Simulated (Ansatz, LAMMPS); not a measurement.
# Static equation of state of glassy 65SnO2-35SiO2 (mol %) (60 atoms)

Density of this cell: 4.92 g/cm³. The cell holds 60 atoms: 13 Sn, 7 Si and 40 O. Cell: a = 9.122 Å, b = 9.659 Å, c = 9.144 Å, α = 94.5°, β = 89.6°, γ = 90.4°. The starting structure: 60 atoms (13 Sn, 7 Si, 40 O) placed at random at 4.63 g/cm³, melted at 4000 K for 10 ps at fixed volume with the Morse and Coulomb pair potential with partial charges (Pedone, Malavasi, Menziani, Cormack and Segre, J. Phys. Chem. B 110, 11780 (2006)). Quenched from 4000 K to 300 K at 10 K/ps and fixed volume, held 10 ps at zero pressure, then minimised at fixed cell.

Calculated with Ansatz 0.2.0: Kohn-Sham DFT, PBE, PAW (set soft_2), plane waves; cutoff 420 eV, Γ point, fixed occupations. Cell and atoms were relaxed first, to V0 = 13.384 Å³ an atom at a residual P0 = -0.002 GPa. The cell was then scaled evenly, and the atoms were relaxed at each volume.

| volume (Å³/atom) | pressure (GPa) |
| --- | --- |
| 12.045 | 12.07 |
| 12.581 | ? |
| 12.982 | 3.314 |
| 13.785 | -2.791 |
| 14.187 | -4.116 |

**Question.** Fit the third-order Birch–Murnaghan equation to the rows given and interpolate to the withheld row.

**Working.**

Take the Eulerian strain f = ½[(V0/V)^(2/3) − 1] and the normalised pressure F = (P − P0) / [3f(1 + 2f)^(5/2)]. The third-order Birch–Murnaghan equation is then the line F = B0 + (3/2)B0(B′ − 4) f, so u = f and v = F.

```
      u = f  v = F (GPa)
  0.0363832      92.7945
  0.0102569      102.429
-0.00975669      100.097
 -0.0190505      79.3253
```

With n = 4: mean u = 0.00445824, mean v = 93.6615, Σ(u − ū)² = 0.0018076, Σ(u − ū)(v − v̄) = 0.26870. Slope b = 0.26870 / 0.0018076 = 148.65; intercept a = v̄ − b ū = 92.999.

So B0 = a = 93.0 GPa and B′ = 4 + 2b/(3a) = 5.07. At the withheld volume f = 0.02106, F = a + b f = 96.13 GPa, and P = P0 + 3f(1 + 2f)^(5/2) F.

Prediction at 12.581: 6.730 GPa. The run gave 6.717 GPa, so the fit is high by 0.013 GPa (0.19 % of the value).

The series isn't one smooth equation of state: even a line fitted to all rows, the withheld one included, misses F by up to 13.7 % and the count of bonds changes along the series. B0 and B′ are then only the numbers of this fit, not moduli of the material. Among the rows given, the largest miss of the fit is at 12.045, by 0.73 GPa (4.5 % of the range of the table).

Limits: Static cells at zero temperature; the cell shape is held. The program notes that the SCF threshold of these relaxations is loose for the stress. The quench rate of 10 K/ps is many orders above laboratory rates, so the cell is likely richer in defects and strain than a real sample. The network of bonds at the start is that of the classical potential that made the cell, and needn't be the one that DFT or experiment would give. Only the Γ point is sampled, in a cell whose shortest periodic width is 9 Å.

[Logs are printed without paths, hosts, clocks, repeated set-up lines and the standing remarks that a program may print on its own settings, such as how far it seeks lower states.]

[Hosts, paths, dates, database ids (printed as entryN), source tags and the programs' standing remarks are cut or masked in the printed files.]
